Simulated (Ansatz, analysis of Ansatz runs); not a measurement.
**Reproducing a measured migration barrier: interstitial C in bcc Fe, hop from an octahedral to the next octahedral site**

Subject: interstitial C in bcc Fe, hop from an octahedral to the next octahedral site. Wanted: its migration barrier, in one set-up (PBE, 32-site cell, PBE lattice, 420 eV, k: 4x4x4 Gamma-centred, SCF cut short). The model is a cell of 32 host atoms with 1 C put in. The barrier is the energy of the highest image of a climbing band over the relaxed site that the atom leaves.

What was measured. Migration barrier: 0.84 eV, by internal friction, free decay at 2.79 Hz (“Effect of Carbon Content on Microstructure, Properties and Texture of Ultra-Thin Hot Rolled Strip Produced by Endless Roll Technology”, 2021, pmc:8539865). The runs below try to reproduce this.

Program: Ansatz 0.2.0. Level of theory: plane-wave PAW DFT, PBE; relaxation of all atoms of a defect supercell. Results are calculated unless marked as measured.

### Step 1. The starting structure

The cell holds 33 atoms: 32 Fe and 1 C. Cell: a = 8.016 Å, b = 8.016 Å, c = 8.016 Å, α = 60.0°, β = 60.0°, γ = 60.0°. It derives from Fe (space group Im-3m). Nearest the centre at fractional (0.375, 0.375, 0.625): C33 at 0.00 Å, Fe7 at 1.42 Å, Fe29 at 1.42 Å, Fe22 at 2.00 Å, Fe14 at 2.00 Å, Fe4 at 2.00 Å, Fe8 at 2.00 Å, Fe21 at 3.17 Å.

The host's primitive cell comes from a first run (plane-wave PAW DFT, PBE; relaxation of the host's cell and atoms): vectors of 2.454, 2.454 and 2.454 Å. That is 11.38 Å³ an atom, 3.0 % under the diffraction cell's volume. The supercell is built on it.

### Step 2. Relaxation, charge 0

A barrier counts from a true minimum, so both ends of the jump are relaxed first.

start/input.yaml

```yaml
relax:
  f_tol: 0.02
  max_steps: 80
  escape_saddle: false
crystal:
  lattice:
    - [0.0, 5.66797142, 5.66797142]
    - [5.66797142, 0.0, 5.66797142]
    - [5.66797142, 5.66797142, 0.0]
  atoms:
    - { symbol: Fe, position: [0.0, 0.0, 0.0], spin: 2.3 }
    - { symbol: Fe, position: [0.125, 0.125, 0.125], spin: 2.3 }
    - { symbol: Fe, position: [0.25, 0.25, 0.25], spin: 2.3 }
    - { symbol: Fe, position: [0.375, 0.375, 0.375], spin: 2.3 }
    - { symbol: Fe, position: [0.0, 0.0, 0.5], spin: 2.3 }
    - { symbol: Fe, position: [0.125, 0.125, 0.625], spin: 2.3 }
    - { symbol: Fe, position: [0.25, 0.25, 0.75], spin: 2.3 }
    - { symbol: Fe, position: [0.375, 0.375, 0.875], spin: 2.3 }
    - { symbol: Fe, position: [0.0, 0.5, 0.0], spin: 2.3 }
    - { symbol: Fe, position: [0.125, 0.625, 0.125], spin: 2.3 }
    - { symbol: Fe, position: [0.25, 0.75, 0.25], spin: 2.3 }
    - { symbol: Fe, position: [0.375, 0.875, 0.375], spin: 2.3 }
    - { symbol: Fe, position: [0.0, 0.5, 0.5], spin: 2.3 }
    - { symbol: Fe, position: [0.125, 0.625, 0.625], spin: 2.3 }
    - { symbol: Fe, position: [0.25, 0.75, 0.75], spin: 2.3 }
    - { symbol: Fe, position: [0.375, 0.875, 0.875], spin: 2.3 }
    - { symbol: Fe, position: [0.5, 0.0, 0.0], spin: 2.3 }
    - { symbol: Fe, position: [0.625, 0.125, 0.125], spin: 2.3 }
    - { symbol: Fe, position: [0.75, 0.25, 0.25], spin: 2.3 }
    - { symbol: Fe, position: [0.875, 0.375, 0.375], spin: 2.3 }
    - { symbol: Fe, position: [0.5, 0.0, 0.5], spin: 2.3 }
    - { symbol: Fe, position: [0.625, 0.125, 0.625], spin: 2.3 }
    - { symbol: Fe, position: [0.75, 0.25, 0.75], spin: 2.3 }
    - { symbol: Fe, position: [0.875, 0.375, 0.875], spin: 2.3 }
    - { symbol: Fe, position: [0.5, 0.5, 0.0], spin: 2.3 }
    - { symbol: Fe, position: [0.625, 0.625, 0.125], spin: 2.3 }
    - { symbol: Fe, position: [0.75, 0.75, 0.25], spin: 2.3 }
    - { symbol: Fe, position: [0.875, 0.875, 0.375], spin: 2.3 }
    - { symbol: Fe, position: [0.5, 0.5, 0.5], spin: 2.3 }
    - { symbol: Fe, position: [0.625, 0.625, 0.625], spin: 2.3 }
    - { symbol: Fe, position: [0.75, 0.75, 0.75], spin: 2.3 }
    - { symbol: Fe, position: [0.875, 0.875, 0.875], spin: 2.3 }
    - { symbol: C, position: [0.375, 0.375, 0.625] }
basis:
  ecutwfc: 420
  xc_grid: 2
hamiltonian:
  xc: pbe
kpoints:
  mp_grid: { grid: [4, 4, 4] }
magnetization:
  spin_polarized: true
scf:
  occupations: { method: methfessel_paxton, width: 0.1 }
  max_iter: 5
output:
  forces: true
checkpoint:
  write: "../start.run"
  compress: false
  write_wavefunctions: true
  write_every: 100000
```

Launch:

```console
$ ansatz run input.yaml --threads 4 --pin off --max-ram 14131MiB --backend cpu --events-out ev --progress --plain --runs-dir out
```

Numbers of over 12 decimals in the logs are rounded to 6 here.

Output:

```text
[... repeated set-up lines and file paths are left out, and long positions are rounded to six places ...]
Engine: ansatz 0.2.0, aarch64-unknown-linux-gnu
Pseudopotentials: kind: paw
Pseudopotential: Fe, paw, valence charge 16, recommended cutoff 420 eV (normal), Fe.paw.azcp
Pseudopotential: C, paw, valence charge 4, recommended cutoff 420 eV (normal), C.paw.azcp
Functional definition: PBE
  parameter kappa = 0.804
  parameter beta = 0.066725
  exchange = pbe_x(kappa = kappa, mu = beta*pi^2/3)
  correlation = pbe_c(beta = beta)
Crystal: 33 atoms, lattice volume = 364.177 Å³
Basis set: ecut = 420 eV, 7119 PW (Γ), exchange–correlation on 108×108×108 points (8 copies of the dense FFT grid, shifted against one another)
Bands: 354, of which v1, the nominal top of the filled ones, is band 258 counted from 1 (257 counted from 0)
Symmetry: 16 space group operations
Space group: I4/mmm (ITA 139), of the structure as read, at distance tolerance 7.1e-5 Å
Magnetic group: BNS 139.531 (UNI 1191), of the structure as read, at distance tolerance 7.1e-5 Å
k-points: 13 of 64
Non-local potential: Fe, projectors of the file, l = 0: 3, l = 1: 2, l = 2: 3, l = 3: 1
Non-local potential: C, projectors of the file, l = 0: 2, l = 1: 2, l = 2: 1
PAW form: soft (Blöchl's): semilocal exchange-correlation on the pseudo side does not see the compensation charge
PAW one-centre angular grid: Fe, 590 points (default); XC on 64 Gauss nodes
PAW one-centre angular grid: C, 110 points (default); XC on 64 Gauss nodes
Initial density: superposition of atomic densities (chi_scale 0.1, normalization cell, long waves kept (reshape's long-wave potential 0.12 eV rms))
Starting moments: Σ|m| = 73.6 μB on 32 of 33 sites
Initial wavefunctions: pseudopotential atomic-orbital guess
Functional: x = pbe(κ = 0.804, μ = 0.219515), c = pbe(β = 0.066725)
SCF iter   1: F=—  HF=-143618.979117 eV  |F-HF|=—  |Δ(HF+E_count)|=         —  Δρ=6.19e-2 (↑4.64e-2 ↓6.19e-2)  dr2=2.73e1  dr2_m=3.09e0  M=67.980 μB ∫|m|=68.595 μB  β_m=0.30  ethr=3.10e-3  ⟨swp⟩=4.5  Hψ=26709  notcnv=0  defer=298
preconditioner: auto → Kerker (q_TF=auto, 2.891 Å⁻¹)  [metal: Δε(μ)=0.005 eV  Ē_g=7.396 eV  σ=0.100 eV  W_gap=0.04  n_scr=168 (ndim 8)  ℏωp=31.4 eV  f_vac=0.000  D(μ)=31.88/eV (n_scr^D=386)]
spin=Collinear: Kerker preconditioning applied to the charge; magnetization (m = ρ↑ − ρ↓) channel mixes plain (no charge-response kernel on spin).
SCF iter   2: F=—  HF=-143619.338576 eV  |F-HF|=—  |Δ(HF+E_count)|=   3.59e-1  S|Δr|=    0.00e0  Δρ=5.50e-2 (↑3.37e-2 ↓5.50e-2)  dr2=2.09e1  dr2_m=2.29e0  M=67.193 μB ∫|m|=68.356 μB  β_m=0.30  ethr=3.10e-3  ⟨swp⟩=2.1  Hψ=14591  notcnv=0  defer=1332
SCF iter   3: F=—  HF=-143619.942186 eV  |F-HF|=—  |Δ(HF+E_count)|=   6.04e-1  S|Δr|=    0.00e0  Δρ=4.26e-2 (↑2.98e-2 ↓4.26e-2)  dr2=1.63e1  dr2_m=1.64e0  M=68.284 μB ∫|m|=69.939 μB  β_m=0.30  ethr=3.10e-3  ⟨swp⟩=1.2  Hψ=22994  notcnv=0
SCF iter   4: F=—  HF=-143619.553762 eV  |F-HF|=—  |Δ(HF+E_count)|=   3.88e-1  S|Δr|=    0.00e0  Δρ=2.31e-2 (↑1.81e-2 ↓2.31e-2)  dr2=1.65e0  dr2_m=1.09e0  M=68.350 μB ∫|m|=70.452 μB  β_m=0.30  ethr=3.10e-3  ⟨swp⟩=1.0  Hψ=22587  notcnv=0
SCF iter   5: F=—  HF=-143619.936773 eV  |F-HF|=—  |Δ(HF+E_count)|=   3.83e-1  S|Δr|=    0.00e0  Δρ=1.80e-2 (↑1.37e-2 ↓1.80e-2)  dr2=4.36e-1  dr2_m=7.40e-1  M=68.313 μB ∫|m|=70.809 μB  β_m=0.30  ethr=3.20e-4  ⟨swp⟩=1.5  Hψ=22842  notcnv=0
Error: did not converge after 5 iterations: onsite_residual = 9.01e-1 (threshold 1.00e-5), under the density mixer `msr1`, which `scf.mixing.algorithm: auto` chose by the deck's other keys (type `scf.mixing.algorithm: msr1` to keep it); [...]
```

Run time: 59 s. Hardware: 4 threads of Arm Neoverse V1, shared host; peak memory 4 GiB.

The column dr2 measures how far the density is from self-consistency, as an energy; F and HF (Harris–Foulkes) agree once it is small.

Residual by cycle:

cycle, log10 residual and a bar from the least value:
```
        1        1.4 ##############################
        2        1.3 ############################
        3        1.2 ##########################
        4        0.2 ##########
        5       -0.4
```

The run stopped without converging, so none of its numbers is a property of the system.

After 5 cycles the residual stands at 0.44. The cap of 5 cycles in the input ended the loop.

The program's message: “Error: did not converge after 5 iterations: onsite_residual = 9.01e-1 (threshold 1.00e-5), under the density mixer `msr1`, which `scf.mixing.algorithm: auto` chose by the deck's other keys (type `scf. …”

### Step 3. Outcome

The migration barrier was not obtained, because the step “relaxation, charge 0” did not converge; the cause lies in the set-up: too few SCF iterations.

[Logs are printed without paths, hosts, clocks, repeated set-up lines and the standing remarks that a program may print on its own settings, such as how far it seeks lower states.]

[Hosts, paths, dates, database ids (printed as entryN), source tags and the programs' standing remarks are cut or masked in the printed files.]

[For some hosts the program warned that the k-mesh of the response run may be too coarse for force constants and the static dielectric constant; such warnings are not shown here.]
